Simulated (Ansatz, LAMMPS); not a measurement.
# Glassy 79TiO2-21SiO2 (mol %) (99 atoms): geometry optimisation

Aim: bring glassy 79TiO2-21SiO2 (mol %) (99 atoms) to a nearby minimum of the energy and see what moves.

Main program and level: Ansatz 0.2.0; Kohn-Sham DFT, PBE, PAW (set soft_2), plane waves.

**1. The structure**

The cell holds 99 atoms: 26 Ti, 7 Si and 66 O. Its edges and angles: a = 11.048 Å, b = 11.048 Å, c = 11.048 Å, α = 90.0°, β = 90.0°, γ = 90.0°. 99 atoms (26 Ti, 7 Si, 66 O) placed at random at 3.23 g/cm³, melted at 4000 K for 10 ps at fixed volume with the Morse and Coulomb pair potential with partial charges (Pedone, Malavasi, Menziani, Cormack and Segre, J. Phys. Chem. B 110, 11780 (2006)). Quenched from 4000 K to 300 K at 50 K/ps and fixed volume, held 10 ps at zero pressure.

Before any run, some limits are plain. The quench rate of 50 K/ps is orders of magnitude faster than experiment, which tends to freeze in extra defects. The network of bonds at the start is that of the classical potential that made the cell. Sampling is at Γ alone, for a cell whose shortest periodic width is 11 Å.

**2. How the cell was made**

A classical potential makes the cell, at a small fraction of what the same run would cost in DFT.

This step: classical MD, Morse and Coulomb pair potential with partial charges (Pedone, Malavasi, Menziani, Cormack and Segre, J. Phys. Chem. B 110, 11780 (2006)) (LAMMPS 22 Jul 2025 - Update 4).

The input, in.lmp:

```
# melt-quench of Ti26Si7O66
units metal
atom_style charge
boundary p p p
region box block 0 10.8727 0 10.8727 0 10.8727
create_box 3 box
mass 1 47.8670   # Ti
mass 2 28.0850   # Si
mass 3 15.9990   # O
create_atoms 1 random 26 464543 NULL overlap 1.5 maxtry 2000
create_atoms 2 random 7 464550 NULL overlap 1.5 maxtry 2000
create_atoms 3 random 66 464557 NULL overlap 1.5 maxtry 2000
pair_style hybrid/overlay pedone 5.5 coul/long 8.0
pair_coeff * * coul/long
pair_coeff 1 3 pedone 0.024235 2.254703 2.708943 1   # Ti-O
pair_coeff 2 3 pedone 0.340554 2.006700 2.100000 1   # Si-O
pair_coeff 3 3 pedone 0.042395 1.379316 3.618701 22   # O-O
set type 1 charge 2.4
set type 2 charge 2.4
set type 3 charge -1.2
kspace_style pppm 1.0e-4
neigh_modify delay 0 every 1 check yes
thermo_style custom step time temp pe press density
thermo_modify norm yes
timestep 0.002
thermo 100
min_style cg
minimize 1e-4 1e-4 200 2000
reset_timestep 0
velocity all create 4000 464544 mom yes dist gaussian
fix lim all nve/limit 0.05
fix lan all langevin 4000 4000 0.2 464545 zero yes
thermo 500
run 1000 post no
# [... 7 lines left out ...]
fix md all nvt temp 4000 300 0.2
run 37000 post no
unfix md
thermo 1666
fix md all npt temp 300 300 0.2 iso 0 0 2
run 5000 post no
unfix md
write_dump all custom glass.dump id type xs ys zs modify sort id
```

The run is started by

```
$ lmp -in in.lmp -log none -nocite
```

Numbers of over 12 decimals in the logs are rounded to 6 here.

Log:

```text
LAMMPS (22 Jul 2025 - Update 4)
Created orthogonal box = (0 0 0) to (10.8727 10.8727 10.8727)
Created 26 atoms
Created 7 atoms
Created 66 atoms
PPPM initialization ...
  G vector (1/distance) = 0.38248421
  grid = 12 12 12
  estimated relative force accuracy = 6.8213824e-05
   Step          Time           Temp          PotEng         Press         Density
         0   0              0             -3.7383564      746738.98      3.226025
        84   0.168          0             -15.838645      12536          3.226025
Loop time of 0.0533911 s on 1 MPI rank(s) for 84 steps with 99 atoms
Minimization stats:
  Stopping criterion = energy tolerance
  Energy initial, next-to-last, final =
     -3.73835635973583  -15.8376523588905  -15.8386448303741
  Force two-norm initial, final = 330.69601 1.835632
  Iterations, force evaluations = 84 111
   Step          Time           Temp          PotEng         Press         Density
[... 7 lines left out ...]
      2499   4.998          3728.9977     -15.288863      125489.8       3.226025
      3332   6.664          4111.8827     -15.274944      104396.28      3.226025
      4165   8.33           4561.3911     -15.244727      79919.595      3.226025
      4998   9.996          3860.629      -15.229763      64224.712      3.226025
      5831   11.662         4128.8159     -15.219592      95155.643      3.226025
[... 1 line left out ...]
Loop time of 2.00099 s on 1 MPI rank(s) for 5000 steps with 99 atoms
   Step          Time           Temp          PotEng         Press         Density
[... 12 lines left out ...]
Loop time of 14.0573 s on 1 MPI rank(s) for 37000 steps with 99 atoms
   Step          Time           Temp          PotEng         Press         Density
[... 1 line left out ...]
     43316   86.632         242.84685     -15.948951      18950.662      3.16841
     44982   89.964         311.4269      -15.953958     -2894.6847      3.0869069
     46648   93.296         338.46533     -15.947477     -4748.2786      3.0453581
     48000   96             322.41348     -15.948163     -8445.8703      3.0747927
Loop time of 2.37969 s on 1 MPI rank(s) for 5000 steps with 99 atoms
```

Run time: 19 s. Hardware: 1 thread of Arm Neoverse V2, shared host; peak memory 0.069 GiB.

**3. Single point at the start**

A single point comes first, to see the forces before anything moves.

The input, input.yaml:

```yaml
crystal:
  lattice:
    - [11.04811, 0.0, 0.0]
    - [0.0, 11.04811, 0.0]
    - [0.0, 0.0, 11.04811]
  atoms:
    - { symbol: Ti, position: [0.25399, 0.72667, 0.08172] }
    - { symbol: Ti, position: [0.22996, 0.52334, 0.8766] }
    - { symbol: Ti, position: [0.78581, 0.75026, 0.0179] }
    - { symbol: Ti, position: [0.45934, 0.67364, 0.72533] }
    - { symbol: Ti, position: [0.48307, 0.23908, 0.1526] }
    - { symbol: Ti, position: [0.41948, 0.51092, 0.26047] }
    - { symbol: Ti, position: [0.13029, 0.3695, 0.27622] }
    - { symbol: Ti, position: [0.19859, 0.28661, 0.01554] }
    - { symbol: Ti, position: [0.9772, 0.63895, 0.2467] }
    - { symbol: Ti, position: [0.95506, 0.21999, 0.84009] }
    - { symbol: Ti, position: [0.32431, 0.95038, 0.74123] }
    - { symbol: Ti, position: [0.02663, 0.92206, 0.82275] }
    - { symbol: Ti, position: [0.1715, 0.16781, 0.49128] }
    - { symbol: Ti, position: [0.69707, 0.002, 0.82627] }
    - { symbol: Ti, position: [0.67889, 0.89975, 0.31024] }
    - { symbol: Ti, position: [0.01467, 0.76409, 0.52224] }
    - { symbol: Ti, position: [0.81357, 0.22339, 0.12338] }
    - { symbol: Ti, position: [0.56019, 0.51084, 0.99445] }
    - { symbol: Ti, position: [0.02184, 0.44876, 0.59806] }
    - { symbol: Ti, position: [0.33158, 0.76527, 0.46147] }
    - { symbol: Ti, position: [0.48714, 0.94307, 0.05709] }
    - { symbol: Ti, position: [0.29629, 0.99987, 0.25405] }
    - { symbol: Ti, position: [0.7222, 0.52444, 0.65942] }
    - { symbol: Ti, position: [0.33974, 0.23806, 0.75696] }
    - { symbol: Ti, position: [0.99102, 0.94107, 0.14697] }
    - { symbol: Ti, position: [0.89482, 0.01945, 0.49426] }
    - { symbol: Si, position: [0.6905, 0.60566, 0.36789] }
    - { symbol: Si, position: [0.31583, 0.49193, 0.54087] }
    - { symbol: Si, position: [0.95985, 0.62034, 0.83259] }
    - { symbol: Si, position: [0.63237, 0.29685, 0.80343] }
    - { symbol: Si, position: [0.52936, 0.29214, 0.45258] }
    - { symbol: Si, position: [0.82324, 0.29884, 0.42661] }
    - { symbol: Si, position: [0.54091, 0.02675, 0.5556] }
    - { symbol: O, position: [0.18469, 0.44848, 0.55625] }
    - { symbol: O, position: [0.35614, 0.26055, 0.04414] }
    - { symbol: O, position: [0.00783, 0.6081, 0.5663] }
    - { symbol: O, position: [0.98906, 0.7595, 0.78685] }
    - { symbol: O, position: [0.34966, 0.56254, 0.67028] }
    - { symbol: O, position: [0.41737, 0.06413, 0.16109] }
    - { symbol: O, position: [0.04878, 0.06563, 0.50961] }
    - { symbol: O, position: [0.85025, 0.55663, 0.74963] }
    - { symbol: O, position: [0.33537, 0.59641, 0.43011] }
    - { symbol: O, position: [0.88609, 0.07835, 0.12846] }
    - { symbol: O, position: [0.40226, 0.81417, 0.79228] }
    - { symbol: O, position: [0.49346, 0.2797, 0.76227] }
    - { symbol: O, position: [0.89918, 0.3927, 0.49438] }
    - { symbol: O, position: [0.07954, 0.53865, 0.80357] }
    - { symbol: O, position: [0.69157, 0.37161, 0.69473] }
    - { symbol: O, position: [0.18493, 0.78392, 0.53423] }
    - { symbol: O, position: [0.60862, 0.61308, 0.73887] }
    - { symbol: O, position: [0.34854, 0.86078, 0.06622] }
    - { symbol: O, position: [0.42473, 0.55174, 0.90498] }
    - { symbol: O, position: [0.8361, 0.16896, 0.49482] }
    - { symbol: O, position: [0.75998, 0.86916, 0.90307] }
    - { symbol: O, position: [0.5702, 0.98541, 0.93062] }
    - { symbol: O, position: [0.66978, 0.74383, 0.33926] }
    - { symbol: O, position: [0.49271, 0.26774, 0.31517] }
    - { symbol: O, position: [0.21754, 0.68617, 0.93004] }
    - { symbol: O, position: [0.65605, 0.64472, 0.02241] }
    - { symbol: O, position: [0.12163, 0.27256, 0.15171] }
    - { symbol: O, position: [0.92826, 0.05795, 0.79934] }
    - { symbol: O, position: [0.8482, 0.29322, 0.27478] }
    - { symbol: O, position: [0.81723, 0.96356, 0.36598] }
    - { symbol: O, position: [0.58581, 0.96498, 0.43189] }
    - { symbol: O, position: [0.45732, 0.74155, 0.57157] }
    - { symbol: O, position: [0.41267, 0.98158, 0.6054] }
    - { symbol: O, position: [0.25801, 0.11111, 0.36494] }
    - { symbol: O, position: [0.10069, 0.28698, 0.40572] }
    - { symbol: O, position: [0.82033, 0.58856, 0.2842] }
    - { symbol: O, position: [0.1088, 0.71397, 0.15411] }
    - { symbol: O, position: [0.71848, 0.58169, 0.5104] }
    - { symbol: O, position: [0.26496, 0.3614, 0.82891] }
    - { symbol: O, position: [0.36277, 0.63688, 0.17053] }
    - { symbol: O, position: [0.16716, 0.93995, 0.7529] }
    - { symbol: O, position: [0.52772, 0.16975, 0.52576] }
    - { symbol: O, position: [0.2564, 0.21181, 0.62068] }
    - { symbol: O, position: [0.63278, 0.39828, 0.91023] }
    - { symbol: O, position: [0.18874, 0.45604, 0.02414] }
    [... 15 atom lines left out ...]
    - { symbol: O, position: [0.04767, 0.50302, 0.27661] }
    - { symbol: O, position: [0.51906, 0.42731, 0.12396] }
    - { symbol: O, position: [0.86858, 0.27315, 0.97413] }
    - { symbol: O, position: [0.13634, 0.96908, 0.20839] }
    - { symbol: O, position: [0.09929, 0.19971, 0.91565] }
    - { symbol: O, position: [0.56663, 0.54203, 0.32412] }
kpoints:
  mp_grid: { grid: [1, 1, 1] }
hamiltonian:
  xc: pbe
scf:
  occupations: { method: gaussian, width: 0.025 }
output:
  forces: true
  stress: true
  populations: intrinsic
  dos:
    method: { smearing: { sigma: 0.15 } }
    de: 0.1
    projected: { site_lists: { O: [O], Si: [Si], Ti: [Ti] } }
  eigenvalues: true
```

The run is started by

```
$ ansatz run input.yaml --threads 4 --pin off --max-ram 8192MiB --backend cpu --events-out ev --progress --plain --runs-dir out
```

Log:

```text
Engine: ansatz 0.2.0, aarch64-unknown-linux-gnu
Pseudopotentials: kind: paw
Pseudopotential: Ti, paw, valence charge 12, recommended cutoff 420 eV (normal), Ti.paw.azcp
Pseudopotential: Si, paw, valence charge 4, recommended cutoff 420 eV (normal), Si.paw.azcp
Pseudopotential: O, paw, valence charge 6, recommended cutoff 420 eV (normal), O.paw.azcp
[... 5 lines on functional and potentials left out ...]
Crystal: 99 atoms, lattice volume = 1348.540 Å³
Basis set: ecut = 420 eV, 26193 PW (Γ), exchange–correlation on 150×150×150 points (8 copies of the dense FFT grid, shifted against one another)
Bands: 467, of which v1, the nominal top of the filled ones, is band 368 counted from 1 (367 counted from 0)
Symmetry: 1 space group operations
Space group: P1 (ITA 1), of the structure as read, at distance tolerance 1.1e-4 Å
k-points: 1
[... 7 lines on functional and potentials left out ...]
Initial density: superposition of atomic densities (neutral atoms: chi_scale 0, normalization atom), corrected by the library's trained network
Initial wavefunctions: pseudopotential atomic-orbital guess
Functional: x = pbe(κ = 0.804, μ = 0.219515), c = pbe(β = 0.066725)
SCF iter   1: F=—  HF=-107006.258229 eV  |F-HF|=—  |Δ(HF+E_count)|=         —  Δρ=4.25e-3  dr2=3.20e-1  ethr=1.77e-3  ⟨swp⟩=6.0  Hψ=1767  notcnv=0  defer=66
preconditioner: auto → Resta (q_TF=auto, 2.466 Å⁻¹)  ε∞=6.0  [insulator: Δε(μ)=2.088 eV  Ē_g=10.366 eV  σ=0.025 eV  W_gap=1.00  n_scr=340 (ndim 8)  ℏωp=23.2 eV  f_vac=0.134  D(μ)=0.00/eV (n_scr^D=0)  ε∞_Penn≈6.0]
SCF iter   2: F=—  HF=-107006.230401 eV  |F-HF|=—  |Δ(HF+E_count)|=   2.78e-2  Δρ=2.34e-3  dr2=6.71e-2  ethr=4.34e-5  ⟨swp⟩=2.0  Hψ=727  notcnv=0  defer=93
SCF iter   3: F=—  HF=-107006.228348 eV  |F-HF|=—  |Δ(HF+E_count)|=   2.05e-3  Δρ=1.17e-3  dr2=2.97e-2  ethr=9.12e-6  ⟨swp⟩=3.0  Hψ=614  notcnv=0  defer=93
SCF iter   4: F=—  HF=-107006.226942 eV  |F-HF|=—  |Δ(HF+E_count)|=   1.41e-3  Δρ=5.79e-4  dr2=6.82e-3  ethr=4.03e-6  ⟨swp⟩=3.0  Hψ=669  notcnv=0  defer=93
SCF iter   5: F=—  HF=-107006.226305 eV  |F-HF|=—  |Δ(HF+E_count)|=   6.38e-4  Δρ=2.73e-4  dr2=1.28e-3  ethr=9.27e-7  ⟨swp⟩=2.0  Hψ=594  notcnv=0  defer=93
SCF iter   6: F=—  HF=-107006.226407 eV  |F-HF|=—  |Δ(HF+E_count)|=   1.03e-4  Δρ=1.53e-4  dr2=3.90e-4  ethr=1.74e-7  ⟨swp⟩=2.0  Hψ=716  notcnv=0  defer=93
SCF iter   7: F=—  HF=-107006.226381 eV  |F-HF|=—  |Δ(HF+E_count)|=   2.66e-5  Δρ=7.40e-5  dr2=8.64e-5  ethr=5.29e-8  ⟨swp⟩=2.0  Hψ=742  notcnv=0  defer=93
SCF iter   8: F=—  HF=-107006.223806 eV  |F-HF|=—  |Δ(HF+E_count)|=   2.57e-3  Δρ=3.23e-5  dr2=1.59e-5  ethr=1.17e-8  ⟨swp⟩=2.0  Hψ=833  notcnv=0  defer=93
SCF iter   9: F=—  HF=-107006.223815 eV  |F-HF|=—  |Δ(HF+E_count)|=   8.97e-6  Δρ=1.74e-5  dr2=4.69e-6  ethr=2.16e-9  ⟨swp⟩=2.0  Hψ=607  notcnv=0  defer=93
SCF iter  10: F=—  HF=-107006.223817 eV  |F-HF|=—  |Δ(HF+E_count)|=   2.30e-6  Δρ=9.06e-6  dr2=1.30e-6  ethr=6.37e-10  ⟨swp⟩=2.0  Hψ=619  notcnv=0  defer=93
SCF iter  11: F=—  HF=-107006.223818 eV  |F-HF|=—  |Δ(HF+E_count)|=   4.81e-7  Δρ=3.85e-6  dr2=2.24e-7  ethr=1.76e-10  ⟨swp⟩=2.0  Hψ=619  notcnv=0  defer=93
SCF iter  12: F=-107006.223818 eV  HF=-107006.223818 eV  |F-HF|=2.53e-8  |Δ(HF+E_count)|=   1.47e-7  Δρ=2.21e-6  dr2=7.50e-8  ethr=1.36e-11  ⟨swp⟩=9.0  Hψ=1948  notcnv=0
SCF 1 converged in 12 iterations: F = -107006.223818 eV  dr2 = 7.50e-8
  greatest PAW one-centre occupation: 0.999 electrons in one spin orbital (limit 2), on the Ti atom at site 22 (counted from 0), in its partial waves of l = 0
SCF converged after 12 iterations
Free energy (F): -107006.223818 eV
Harris-Foulkes:  -107006.223818 eV  (|F-HF|=2.53e-8)
Internal energy: -107006.223818 eV  (E = F + TS)
E sigma→0 (E₀):  -107006.223818 eV
Fermi energy:    5.929920 eV
--- Per-component energies (eV) ---
  E_band       = -7831.221517
  E_kinetic    = 19032.694930
  E_local      = -63531.646193  (includes V_loc(G=0)·N_el)
  E_nonlocal   = 3432.510838
  E_hartree    = 24868.315626
  E_xc         = -7812.788890
  E_vxc        = -9738.022722  (∫ρ·V_xc dr)
  E_paw        = -41230.941379  (= ΣΔE_a)
  E_vpaw       = -6763.552624  (= ΣTr[D̂ρ^β])
  E_aug_tail   = 0.165568  (compensation charges beyond the density's cutoff)
  E_ewald      = -41764.534318
  E_smearing   = -0.000000  (= −TS)
  E_closure    = -0.000000  (closes the sum)
  Σ components = -107006.223818   (vs F -107006.223818, Δ=0.00e0)
--- Forces (eV/Å), atoms counted from 1 ---
  atom   1  Ti    -1.06461347    -1.46737163    -0.45760232
  atom   2  Ti     1.63146882    -0.13779694     1.58726486
  atom   3  Ti    -0.64865288    -1.09674798    -1.58267601
  atom   4  Ti    -0.44068831     0.07448238    -0.16085081
  atom   5  Ti     2.02440780     0.67236022    -0.33571124
  atom   6  Ti    -0.84745117     0.95672028    -1.41213481
  atom   7  Ti     1.88275236     0.29531372    -0.43798803
  atom   8  Ti     0.55102825     2.04637927    -2.11292284
  atom   9  Ti    -1.38864833     1.81143264    -1.06183174
  atom  10  Ti     0.56104414     0.64844133     0.41083123
  atom  11  Ti     2.24196082    -0.67429629     0.27938584
  atom  12  Ti    -1.94102828    -1.51629417     0.47561716
  atom  13  Ti    -0.14745816    -0.05831655    -0.79722677
  atom  14  Ti    -0.59544296     0.48757124    -1.30778545
[...]
atom  98  O     -0.56064134    -0.40663475    -0.82418397
  atom  99  O      0.50541201    -0.16710841     0.64304324
  max |Σ_I F_I| component: 1.18e-4 eV/Å
--- Stress (GPa, compression-positive) ---
        3.274762       0.989311       0.467580
        0.989310       7.018716       0.325506
        0.467580       0.325506       4.889582
  P = ⅓ Tr σ = 5.0610 GPa (50.610 kbar)
--- Band table (eV) ---
  k-point 0: bands = ["-52.3918", "-52.1478", "-51.9902", "-51.8921", [... 451 levels ...], "9.9790", "10.0356", "10.0618", "10.1291", "10.1325", "10.1914", "10.2277", "10.2706", "10.2824", "10.3099", "10.3583", "10.3767"]
--- intrinsic populations: 99 sites ---
  site symbol       q [e]
     0     Ti     10.6929
     1     Ti     10.6622
     2     Ti     10.6531
[...]
98      O      6.7670
  spilling = -0.000000 (of n_electrons = 736.000000)
```

Elapsed: 27 s, on 4 threads of Arm Neoverse V2, shared host; peak memory 2 GiB.

Read from the output:

```yaml
free_energy: -107006.2238 eV
free_energy_per_atom: -1080.8709 eV/atom
scf_cycles: 12
pressure: 5.061 GPa
r_m_s_force_component: 1.05 eV/Å
longest_force: 4.846 eV/Å
fermi_energy: 5.93 eV
spacing_of_highest_filled_and_lowest_empty_level: 2.044 eV
```

The r.m.s. force component of 1.1 eV/Å and the pressure of 5.1 GPa set the starting point.

Neighbours are counted within 2.64 Å (O-Ti), 2.12 Å (O-Si).

Length of the force by element and coordination:

| element | coordination | atoms | mean length of the force (eV/Å) | spread | least | most |
| --- | --- | --- | --- | --- | --- | --- |
| O | all | 66 | 1.33 | 0.709 | 0.328 | 4.12 |
| O | 2 | 59 | 1.33 | 0.679 | 0.435 | 4.12 |
| O | 3 | 7 | 1.36 | 0.920 | 0.328 | 3.31 |
| Si | all | 7 | 2.71 | 1.32 | 1.19 | 4.85 |
| Ti | all | 26 | 1.90 | 0.871 | 0.475 | 3.53 |
| Ti | 4 | 19 | 1.89 | 0.896 | 0.532 | 3.53 |
| Ti | 5 | 7 | 1.92 | 0.799 | 0.475 | 2.99 |

(Part 1 of 3 ends here.)

[Logs are printed without paths, hosts, clocks, repeated set-up lines and the standing remarks that a program may print on its own settings, such as how far it seeks lower states.]

[Hosts, paths, dates, database ids (printed as entryN), source tags and the programs' standing remarks are cut or masked in the printed files.]
